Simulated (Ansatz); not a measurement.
## How fast states decay through BaSeO

Aim: relax a made-up compound, BaSeO, and see how good a tunnel barrier it would be. It is built by putting Se for part of the O in the BaO2 structure of space group I4/mmm, with the volume rescaled by atomic radii. The parent structure comes from the Materials Project.

Method: PBE DFT, plane waves, PAW files, in the first sound run; inputs show where later runs differ, in Ansatz 0.2.0.

The structure was built from a prototype and need not be the compound's stable phase.

**1. Starting point**

The structure is tetragonal, space group I4mm (No. 107). Conventional cell: a = 4.107 Å, b = 4.107 Å, c = 7.381 Å, α = 90.00°, β = 90.00°, γ = 90.00°. Ba has 5 Se at 2.89 to 3.01 Å and 5 O at 2.89 to 3.01 Å nearest. O has 1 Se at 1.60 Å and 5 Ba at 2.89 to 3.01 Å nearest. Se has 1 O at 1.60 Å nearest. It derives from BaO2. Se for part of the O in the BaO2 structure of space group I4/mmm. Farther neighbours and most contacts between anions are not listed.

**2. Relaxing the new crystal**

The substituted atoms don't fit the parent's cell, so cell and atoms relax together. A small smearing keeps the run stable in case the gap closes on the way.

The input, input.yaml:

```yaml
crystal:
  lattice:
    - [-2.0532930098, 2.0532930098, 3.6904558705]
    - [2.0532930098, -2.0532930098, 3.6904558705]
    - [2.0532930098, 2.0532930098, -3.6904558705]
  atoms:
    - { symbol: Ba, position: [0.0, 0.0, 0.0] }
    - { symbol: O, position: [0.39166423, 0.39166423, 0.0] }
    - { symbol: Se, position: [0.60833577, 0.60833577, 0.0] }
kpoints:
  mp_grid: { grid: [8, 8, 8] }
scf:
  occupations: { method: gaussian, width: 0.03 }
hamiltonian:
  xc: pbe
output:
  forces: true
  stress: true
relax:
  f_tol: 0.02
  max_steps: 60
  cell: {}
```

Run with:

```bash
$ ansatz run input.yaml --threads 2 --pin off --max-ram 4096MiB --backend cpu --events-out ev --progress --plain --runs-dir out
```

Numbers of over 12 decimals in the logs are rounded to 6 here.

Output:

```text
Engine: ansatz 0.2.0, aarch64-unknown-linux-gnu
Pseudopotentials: kind: paw
Pseudopotential: Ba, paw, valence charge 10, recommended cutoff 420 eV (normal), Ba.paw.azcp
Pseudopotential: O, paw, valence charge 6, recommended cutoff 420 eV (normal), O.paw.azcp
Pseudopotential: Se, paw, valence charge 16, recommended cutoff 420 eV (normal), Se.paw.azcp
Functional definition: PBE
  parameter kappa = 0.804
  parameter beta = 0.066725
  exchange = pbe_x(kappa = kappa, mu = beta*pi^2/3)
  correlation = pbe_c(beta = beta)
Crystal: 3 atoms, lattice volume = 62.236 Å³
Basis set: ecut = 420 eV, 1217 PW (Γ), exchange–correlation on 64×64×64 points (8 copies of the dense FFT grid, shifted against one another)
Bands: 20, of which v1, the nominal top of the filled ones, is band 16 counted from 1 (15 counted from 0)
Symmetry: 8 space group operations
Space group: I4mm (ITA 107), of the structure as read, at distance tolerance 4.0e-5 Å
k-points: 59 of 512 (time reversal used)
Non-local potential: Ba, projectors of the file, l = 0: 3, l = 1: 2, l = 2: 2, l = 3: 2
Non-local potential: O, projectors of the file, l = 0: 2, l = 1: 2, l = 2: 1
Non-local potential: Se, projectors of the file, l = 0: 2, l = 1: 2, l = 2: 3, l = 3: 1
PAW form: soft (Blöchl's): semilocal exchange-correlation on the pseudo side does not see the compensation charge
PAW one-centre angular grid: Ba, 194 points (default); XC on 64 Gauss nodes
PAW one-centre angular grid: O, 110 points (default); XC on 64 Gauss nodes
PAW one-centre angular grid: Se, 590 points (default); XC on 64 Gauss nodes
Initial density: superposition of atomic densities (neutral atoms: chi_scale 0, normalization atom), corrected by the library's trained network
Initial wavefunctions: pseudopotential atomic-orbital guess
Functional: x = pbe(κ = 0.804, μ = 0.219515), c = pbe(β = 0.066725)
SCF iter   1: F=—  HF=-11986.786746 eV  |F-HF|=—  |Δ(HF+E_count)|=         —  Δρ=5.31e-3  dr2=2.53e-2  ethr=1.77e-3  ⟨swp⟩=8.2  Hψ=7167  notcnv=0
preconditioner: auto → none  [insulator: Δε(μ)=0.061 eV  Ē_g=11.487 eV  σ=0.030 eV  W_gap=0.84  n_scr=14 (ndim 8)  ℏωp=20.0 eV  f_vac=0.014  D(μ)=0.07/eV (n_scr^D=0)  ε∞_Penn≈4.0]
SCF iter   2: F=—  HF=-11986.781372 eV  |F-HF|=—  |Δ(HF+E_count)|=   5.37e-3  Δρ=2.15e-3  dr2=2.58e-3  ethr=7.90e-5  ⟨swp⟩=3.2  Hψ=2586  notcnv=0
SCF iter   3: F=—  HF=-11986.781934 eV  |F-HF|=—  |Δ(HF+E_count)|=   5.63e-4  Δρ=1.70e-3  dr2=1.37e-3  ethr=8.05e-6  ⟨swp⟩=2.0  Hψ=2242  notcnv=0
SCF iter   4: F=—  HF=-11986.781917 eV  |F-HF|=—  |Δ(HF+E_count)|=   1.75e-5  Δρ=5.97e-4  dr2=1.81e-4  ethr=4.27e-6  ⟨swp⟩=2.0  Hψ=1861  notcnv=0
SCF iter   5: F=—  HF=-11986.782018 eV  |F-HF|=—  |Δ(HF+E_count)|=   1.01e-4  Δρ=1.22e-4  dr2=7.05e-6  ethr=5.64e-7  ⟨swp⟩=2.1  Hψ=1658  notcnv=0
SCF iter   6: F=—  HF=-11986.782026 eV  |F-HF|=—  |Δ(HF+E_count)|=   8.00e-6  Δρ=3.31e-5  dr2=4.03e-7  ethr=2.20e-8  ⟨swp⟩=2.0  Hψ=1834  notcnv=0
SCF iter   7: F=-11986.782027 eV  HF=-11986.782027 eV  |F-HF|=9.91e-9  |Δ(HF+E_count)|=   5.66e-7  Δρ=5.58e-6  dr2=8.67e-9  ethr=3.13e-10  ⟨swp⟩=5.0  Hψ=5089  notcnv=0
SCF 1 converged in 7 iterations: F = -11986.782027 eV  dr2 = 8.67e-9
  greatest PAW one-centre occupation: 1.000 electrons in one spin orbital (limit 2), on the Se atom at site 2 (counted from 0), in its partial waves of l = 2
relax step   1: F+E_penalty+E_count = -11986.78202677 eV  Δ(F+E_penalty+E_count) = +0.000e0 eV  max|allowed force component| = 8.165e0 eV/Å  Δτ_max = 0.0000 Å  P = +21.895 GPa  Ω = 62.236 Å³  (7 SCF iters, dr2 threshold 1.00e-7 eV, accepted)
Crystal: 3 atoms, lattice volume = 71.205 Å³
Basis set: ecut = 420 eV, 1389 PW (Γ), exchange–correlation on 64×64×64 points (8 copies of the dense FFT grid, shifted against one another)
Initial density: handed on by an earlier stage of this run
Initial wavefunctions: those handed on with the density
iter 1 solved again at ethr=2.30e-4 eV; its pass at ethr=3.10e-3 eV (dr2=7.37e-2 eV) is discarded
SCF iter   1: F=—  HF=-11987.684724 eV  |F-HF|=—  |Δ(HF+E_count)|=         —  Δρ=1.05e-2  dr2=7.28e-2  ethr=2.30e-4  ⟨swp⟩=1.9  Hψ=9542  notcnv=0
preconditioner: auto → none  [insulator: Δε(μ)=0.763 eV  Ē_g=12.330 eV  σ=0.030 eV  W_gap=1.00  n_scr=14 (ndim 8)  ℏωp=19.7 eV  f_vac=0.043  D(μ)=0.00/eV (n_scr^D=0)  ε∞_Penn≈3.5]
SCF iter   2: F=—  HF=-11987.666659 eV  |F-HF|=—  |Δ(HF+E_count)|=   1.81e-2  Δρ=4.31e-3  dr2=6.71e-3  ethr=2.28e-4  ⟨swp⟩=3.1  Hψ=2263  notcnv=0
SCF iter   3: F=—  HF=-11987.667478 eV  |F-HF|=—  |Δ(HF+E_count)|=   8.19e-4  Δρ=1.79e-3  dr2=1.43e-3  ethr=2.10e-5  ⟨swp⟩=2.7  Hψ=2425  notcnv=0
SCF iter   4: F=—  HF=-11987.668208 eV  |F-HF|=—  |Δ(HF+E_count)|=   7.31e-4  Δρ=1.24e-3  dr2=1.04e-3  ethr=4.47e-6  ⟨swp⟩=2.0  Hψ=2331  notcnv=0
SCF iter   5: F=—  HF=-11987.668109 eV  |F-HF|=—  |Δ(HF+E_count)|=   9.90e-5  Δρ=4.90e-4  dr2=1.21e-4  ethr=3.25e-6  ⟨swp⟩=2.0  Hψ=1919  notcnv=0
SCF iter   6: F=—  HF=-11987.668107 eV  |F-HF|=—  |Δ(HF+E_count)|=   2.79e-6  Δρ=1.09e-4  dr2=3.87e-6  ethr=3.78e-7  ⟨swp⟩=2.0  Hψ=2070  notcnv=0
SCF iter   7: F=—  HF=-11987.668110 eV  |F-HF|=—  |Δ(HF+E_count)|=   3.61e-6  Δρ=2.25e-5  dr2=2.58e-7  ethr=9.37e-10  ⟨swp⟩=4.9  Hψ=6515  notcnv=0
SCF iter   8: F=-11987.668110 eV  HF=-11987.668110 eV  |F-HF|=9.76e-9  |Δ(HF+E_count)|=   1.85e-7  Δρ=6.04e-6  dr2=1.55e-8  ethr=8.05e-10  ⟨swp⟩=5.1  Hψ=5109  notcnv=0
SCF 2 converged in 8 iterations: F = -11987.668110 eV  dr2 = 1.55e-8
relax step   2: F+E_penalty+E_count = -11987.66811038 eV  Δ(F+E_penalty+E_count) = -8.861e-1 eV  max|allowed force component| = 3.906e0 eV/Å  Δτ_max = 0.0329 Å  P = +6.992 GPa  Ω = 71.205 Å³  energy of the carried Pulay correction = -1.106e-2 eV  (8 SCF iters, dr2 threshold 3.00e-7 eV, accepted)
Crystal: 3 atoms, lattice volume = 74.169 Å³
Basis set: ecut = 420 eV, 1477 PW (Γ), exchange–correlation on 64×64×64 points (8 copies of the dense FFT grid, shifted against one another)
iter 1 solved again at ethr=2.41e-4 eV; its pass at ethr=3.10e-3 eV (dr2=7.71e-2 eV) is discarded
SCF iter   1: F=—  HF=-11987.958324 eV  |F-HF|=—  |Δ(HF+E_count)|=         —  Δρ=1.69e-2  dr2=7.69e-2  ethr=2.41e-4  ⟨swp⟩=2.1  Hψ=9600  notcnv=0
preconditioner: auto → none  [insulator: Δε(μ)=0.910 eV  Ē_g=11.986 eV  σ=0.030 eV  W_gap=1.00  n_scr=14 (ndim 8)  ℏωp=19.3 eV  f_vac=0.042  D(μ)=0.00/eV (n_scr^D=0)  ε∞_Penn≈3.6]
SCF iter   2: F=—  HF=-11987.947176 eV  |F-HF|=—  |Δ(HF+E_count)|=   1.11e-2  Δρ=7.90e-3  dr2=2.17e-2  ethr=2.40e-4  ⟨swp⟩=3.1  Hψ=2254  notcnv=0
SCF iter   3: F=—  HF=-11987.947553 eV  |F-HF|=—  |Δ(HF+E_count)|=   3.78e-4  Δρ=5.89e-3  dr2=1.49e-2  ethr=6.80e-5  ⟨swp⟩=3.0  Hψ=2488  notcnv=0
SCF iter   4: F=—  HF=-11987.945360 eV  |F-HF|=—  |Δ(HF+E_count)|=   2.19e-3  Δρ=1.98e-3  dr2=5.17e-4  ethr=4.64e-5  ⟨swp⟩=3.0  Hψ=2142  notcnv=0
SCF iter   5: F=—  HF=-11987.945607 eV  |F-HF|=—  |Δ(HF+E_count)|=   2.48e-4  Δρ=2.43e-4  dr2=9.78e-6  ethr=1.62e-6  ⟨swp⟩=2.5  Hψ=2309  notcnv=0
SCF iter   6: F=—  HF=-11987.945623 eV  |F-HF|=—  |Δ(HF+E_count)|=   1.59e-5  Δρ=6.66e-5  dr2=2.32e-6  ethr=3.06e-8  ⟨swp⟩=2.6  Hψ=2282  notcnv=0
SCF iter   7: F=-11987.945624 eV  HF=-11987.945624 eV  |F-HF|=4.02e-8  |Δ(HF+E_count)|=   4.61e-7  Δρ=1.73e-5  dr2=1.90e-7  ethr=9.37e-10  ⟨swp⟩=5.0  Hψ=6371  notcnv=0
SCF 3 converged in 7 iterations: F = -11987.945624 eV  dr2 = 1.90e-7
relax step   3: F+E_penalty+E_count = -11987.94562363 eV  Δ(F+E_penalty+E_count) = -2.775e-1 eV  max|allowed force component| = 1.220e0 eV/Å  Δτ_max = 0.0863 Å  P = +2.017 GPa  Ω = 74.169 Å³  energy of the carried Pulay correction = -1.440e-2 eV  (7 SCF iters, dr2 threshold 3.00e-7 eV, accepted)
[... from here on, the SCF cycles and remarks between the steps are left out ...]
relax step   4: F+E_penalty+E_count = -11988.05551471 eV  Δ(F+E_penalty+E_count) = -1.099e-1 eV  max|allowed force component| = 2.006e-1 eV/Å  Δτ_max = 0.1698 Å  P = +1.391 GPa  Ω = 76.119 Å³  energy of the carried Pulay correction = -1.652e-2 eV  (7 SCF iters, dr2 threshold 3.00e-7 eV, accepted)
relax step   5: F+E_penalty+E_count = -11988.06522349 eV  Δ(F+E_penalty+E_count) = -9.709e-3 eV  max|allowed force component| = 7.186e-2 eV/Å  Δτ_max = 0.0383 Å  P = -0.269 GPa  Ω = 79.636 Å³  energy of the carried Pulay correction = -2.019e-2 eV  (7 SCF iters, dr2 threshold 3.00e-7 eV, accepted)
relax step   6: F+E_penalty+E_count = -11988.06499626 eV  Δ(F+E_penalty+E_count) = +2.272e-4 eV  max|allowed force component| = 1.100e-1 eV/Å  Δτ_max = 0.0156 Å  P = -0.038 GPa  Ω = 79.705 Å³  energy of the carried Pulay correction = -2.026e-2 eV  (6 SCF iters, dr2 threshold 3.00e-7 eV, rejected (line search))
relax step   7: F+E_penalty+E_count = -11988.06636310 eV  Δ(F+E_penalty+E_count) = -1.140e-3 eV  max|allowed force component| = 6.787e-3 eV/Å  Δτ_max = 0.0048 Å  P = -0.059 GPa  Ω = 79.392 Å³  energy of the carried Pulay correction = -1.994e-2 eV  (9 SCF iters, accepted)
relax step   8: F+E_penalty+E_count = -11988.06644643 eV  Δ(F+E_penalty+E_count) = -8.332e-5 eV  max|allowed force component| = 3.291e-2 eV/Å  Δτ_max = 0.0075 Å  P = -0.102 GPa  Ω = 79.269 Å³  energy of the carried Pulay correction = -1.982e-2 eV  (6 SCF iters, dr2 threshold 1.24e-7 eV, rejected (line search))
relax step   9: F+E_penalty+E_count = -11988.06663132 eV  Δ(F+E_penalty+E_count) = -2.682e-4 eV  max|allowed force component| = 9.581e-4 eV/Å  Δτ_max = 0.0028 Å  P = -0.007 GPa  Ω = 79.266 Å³  energy of the carried Pulay correction = -1.981e-2 eV  (9 SCF iters, accepted)
relax step  10: F+E_penalty+E_count = -11988.14755441 eV  Δ(F+E_penalty+E_count) = -8.092e-2 eV  max|allowed force component| = 5.566e-3 eV/Å  Δτ_max = 0.0000 Å  P = +1.250 GPa  Ω = 79.266 Å³  stress off target by 1.57e0 GPa  SCF on the basis re-selected at this cell (its energy is not comparable with the rows above)  (9 SCF iters)
relax step  11: F+E_penalty+E_count = -11988.15930556 eV  Δ(F+E_penalty+E_count) = -1.175e-2 eV  max|allowed force component| = 7.944e-3 eV/Å  Δτ_max = 0.0226 Å  P = +0.609 GPa  Ω = 81.485 Å³  energy of the carried Pulay correction = -2.525e-3 eV  (6 SCF iters, dr2 threshold 3.00e-7 eV, accepted)
relax step  12: F+E_penalty+E_count = -11988.15943747 eV  Δ(F+E_penalty+E_count) = -1.319e-4 eV  max|allowed force component| = 1.144e-2 eV/Å  Δτ_max = 0.0449 Å  P = -0.136 GPa  Ω = 85.173 Å³  energy of the carried Pulay correction = -7.853e-3 eV  (7 SCF iters, dr2 threshold 3.00e-7 eV, accepted)
relax step  13: F+E_penalty+E_count = -11988.16074126 eV  Δ(F+E_penalty+E_count) = -1.304e-3 eV  max|allowed force component| = 3.133e-3 eV/Å  Δτ_max = 0.0067 Å  P = -0.002 GPa  Ω = 84.541 Å³  energy of the carried Pulay correction = -6.820e-3 eV  (6 SCF iters, dr2 threshold 5.19e-8 eV, accepted)
iter 1 solved again at ethr=7.01e-7 eV; its pass at ethr=3.10e-3 eV (dr2=2.24e-4 eV) is discarded
SCF iter   1: F=—  HF=-11988.159758 eV  |F-HF|=—  |Δ(HF+E_count)|=         —  Δρ=6.48e-4  dr2=3.48e-5  ethr=7.01e-7  ⟨swp⟩=2.5  Hψ=9851  notcnv=0
preconditioner: auto → none  [insulator: Δε(μ)=1.260 eV  Ē_g=11.748 eV  σ=0.030 eV  W_gap=1.00  n_scr=14 (ndim 8)  ℏωp=18.1 eV  f_vac=0.085  D(μ)=0.00/eV (n_scr^D=0)  ε∞_Penn≈3.4]
SCF iter   2: F=—  HF=-11988.165967 eV  |F-HF|=—  |Δ(HF+E_count)|=   6.21e-3  Δρ=3.72e-4  dr2=5.14e-5  ethr=1.09e-7  ⟨swp⟩=2.0  Hψ=1780  notcnv=0
SCF iter   3: F=—  HF=-11988.167015 eV  |F-HF|=—  |Δ(HF+E_count)|=   1.05e-3  Δρ=2.28e-4  dr2=4.37e-6  ethr=1.09e-7  ⟨swp⟩=2.0  Hψ=1770  notcnv=0
SCF iter   4: F=—  HF=-11988.168011 eV  |F-HF|=—  |Δ(HF+E_count)|=   9.96e-4  Δρ=6.06e-5  dr2=5.29e-7  ethr=1.36e-8  ⟨swp⟩=2.0  Hψ=1801  notcnv=0
SCF iter   5: F=—  HF=-11988.168086 eV  |F-HF|=—  |Δ(HF+E_count)|=   7.42e-5  Δρ=1.23e-5  dr2=4.01e-8  ethr=1.65e-9  ⟨swp⟩=2.4  Hψ=2101  notcnv=0
SCF iter   6: F=—  HF=-11988.168088 eV  |F-HF|=—  |Δ(HF+E_count)|=   2.58e-6  Δρ=2.42e-6  dr2=1.49e-9  ethr=1.25e-10  ⟨swp⟩=2.0  Hψ=1659  notcnv=0
SCF iter   7: F=—  HF=-11988.168088 eV  |F-HF|=—  |Δ(HF+E_count)|=   7.11e-8  Δρ=4.55e-7  dr2=1.74e-10  ethr=4.67e-12  ⟨swp⟩=2.0  Hψ=1953  notcnv=0
SCF iter   8: F=-11988.168088 eV  HF=-11988.168088 eV  |F-HF|=8.00e-11  |Δ(HF+E_count)|=  5.20e-10  Δρ=1.15e-7  dr2=1.76e-11  ethr=1.00e-12  ⟨swp⟩=6.1  Hψ=6058  notcnv=0
SCF 14 converged in 8 iterations: F = -11988.168088 eV  dr2 = 1.76e-11
relax step  14: F+E_penalty+E_count = -11988.16808831 eV  Δ(F+E_penalty+E_count) = -7.347e-3 eV  max|allowed force component| = 3.764e-3 eV/Å  Δτ_max = 0.0000 Å  P = +0.026 GPa  Ω = 84.541 Å³  stress off target by 4.72e-2 GPa  SCF on the basis re-selected at this cell (its energy is not comparable with the rows above)  (8 SCF iters)
basis re-selected at this cell: Δ(F+E_penalty+E_count) = -7.347e-3 eV, ΔP = +0.028 GPa vs the last step (what re-selecting the basis moved, of the pressure what is left beyond the Pulay correction that the steps carried, after the strain that the cell walked since its last selection, with what the two solves' SCF thresholds leave and, on support functions, any second-order correction that the steps lacked; it is no m [...]
SCF converged after 8 iterations
Free energy (F): -11988.168088 eV
Harris-Foulkes:  -11988.168088 eV  (|F-HF|=8.00e-11)
Internal energy: -11988.168088 eV  (E = F + TS)
E sigma→0 (E₀):  -11988.168088 eV
Fermi energy:    7.145312 eV
--- Per-component energies (eV) ---
  E_band       = -479.798840
  E_kinetic    = 461.883113
  E_local      = -3669.421729  (includes V_loc(G=0)·N_el)
  E_nonlocal   = -489.841881
  E_hartree    = 1699.560521
  E_xc         = -346.693078
  E_vxc        = -328.695131  (∫ρ·V_xc dr)
  E_paw        = -7295.263872  (= ΣΔE_a)
  E_vpaw       = 147.153821  (= ΣTr[D̂ρ^β])
  E_aug_tail   = 0.001728  (compensation charges beyond the density's cutoff)
  E_ewald      = -2348.392890
  E_smearing   = -0.000000  (= −TS)
  E_closure    = -0.000000  (closes the sum)
  Σ components = -11988.168088   (vs F -11988.168088, Δ=0.00e0)
--- Forces (eV/Å), atoms counted from 1 ---
  atom   1  Ba     0.00000000     0.00000000    -0.00290897
  atom   2  O     -0.00000000     0.00000000    -0.00085832
  atom   3  Se    -0.00000000    -0.00000000     0.00376300
  max |Σ_I F_I| component: 4.28e-6 eV/Å
--- Stress (GPa, compression-positive) ---
        0.047158       0.000000       0.000000
        0.000000       0.047158      -0.000000
        0.000000       0.000000      -0.016998
  P = ⅓ Tr σ = 0.0258 GPa (0.258 kbar)
--- Relaxed structure (12 steps of the walk, 10 accepted, 2 SCFs on fresh bases) ---
  F+E_penalty+E_count = -11988.16808831 eV   max|allowed force component| = 3.764e-3 eV/Å   (the final SCF, on the basis selected at the relaxed cell)
  cell:  # Å, volume = 84.5414 Å³
    - [-2.329371, 2.329371, 3.895221]
    - [2.329371, -2.329371, 3.895221]
    - [2.329371, 2.329371, -3.895221]
  atoms:
    - { symbol: Ba, position: [0.051972, 0.051972, 0] }
    - { symbol: O, position: [0.356069, 0.356069, 0] }
    - { symbol: Se, position: [0.591959, 0.591959, 0] }
```

Run time: 70 s. Hardware: 2 threads of Arm Neoverse V2, shared host; peak memory 0.46 GiB.

The steps of the relaxation:

```tsv
step	energy less that of the first step (eV)	largest force component (eV/Å)	pressure (GPa)	volume (Å³)
1	0.0000	8.1649	21.90	62.24
2	-0.8861	3.9057	6.99	71.21
3	-1.1636	1.2202	2.02	74.17
4	-1.2735	0.2006	1.39	76.12
5	-1.2832	0.0719	-0.27	79.64
6	-1.2830	0.1100	-0.04	79.70
7	-1.2843	0.0068	-0.06	79.39
8	-1.2844	0.0329	-0.10	79.27
9	-1.2846	0.0010	-0.01	79.27
10*	-1.3655	0.0056	1.25	79.27
11	-1.3773	0.0079	0.61	81.48
12	-1.3774	0.0114	-0.14	85.17
13	-1.3787	0.0031	0.00	84.54
14*	-1.3861	0.0038	0.03	84.54
```

Relaxation steps marked * repeat the geometry before them on a plane-wave basis chosen anew for their cell, so energy and pressure can jump there. Relaxation steps 6, 8 were tried and not accepted.

Forces are held to the 8 operations that the run works with; a distortion that breaks them can't arise in this run.

```tsv
cell as run	before	after	change
a (Å)	4.696	5.101	+8.6 %
b (Å)	4.696	5.101	+8.6 %
c (Å)	4.696	5.101	+8.6 %
α (°)	128.14	125.66	-1.9 %
β (°)	128.14	125.66	-1.9 %
γ (°)	76.39	80.44	+5.3 %
volume (Å³/atom)	20.75	28.18	+35.8 %
```

The atoms that moved most (Å, as changes of fractional coordinates times the final cell):

```tsv
atom	dx	dy	dz	length
Ba1	0.000	0.000	0.405	0.405
O2	0.000	0.000	-0.277	0.277
Se3	0.000	0.000	-0.128	0.128
```

Final coordinates:

```cif
data_structure
_symmetry_space_group_name_H-M 'P 1'
_symmetry_Int_Tables_number 1
_cell_length_a 5.1014
_cell_length_b 5.1014
_cell_length_c 5.1014
_cell_angle_alpha 125.663
_cell_angle_beta 125.663
_cell_angle_gamma 80.443
_cell_volume 84.54
loop_
_atom_site_label
_atom_site_type_symbol
_atom_site_fract_x
_atom_site_fract_y
_atom_site_fract_z
_atom_site_occupancy
Ba1 Ba 0.05197 0.05197 0.00000 1
O2 O 0.35607 0.35607 0.00000 1
Se3 Se 0.59196 0.59196 0.00000 1
```

Numbers from this step:

```
free energy  : -11988.1681 eV
Fermi energy : 7.145 eV
pressure     : 0.02577 GPa
```

The largest force component on a free atom ends at 0.0038 eV/Å.

[end of part 1 of 3]

[Logs are printed without paths, hosts, clocks, repeated set-up lines and the standing remarks that a program may print on its own settings, such as how far it seeks lower states.]

[Hosts, paths, dates, database ids (printed as entryN), source tags and the programs' standing remarks are cut or masked in the printed files.]
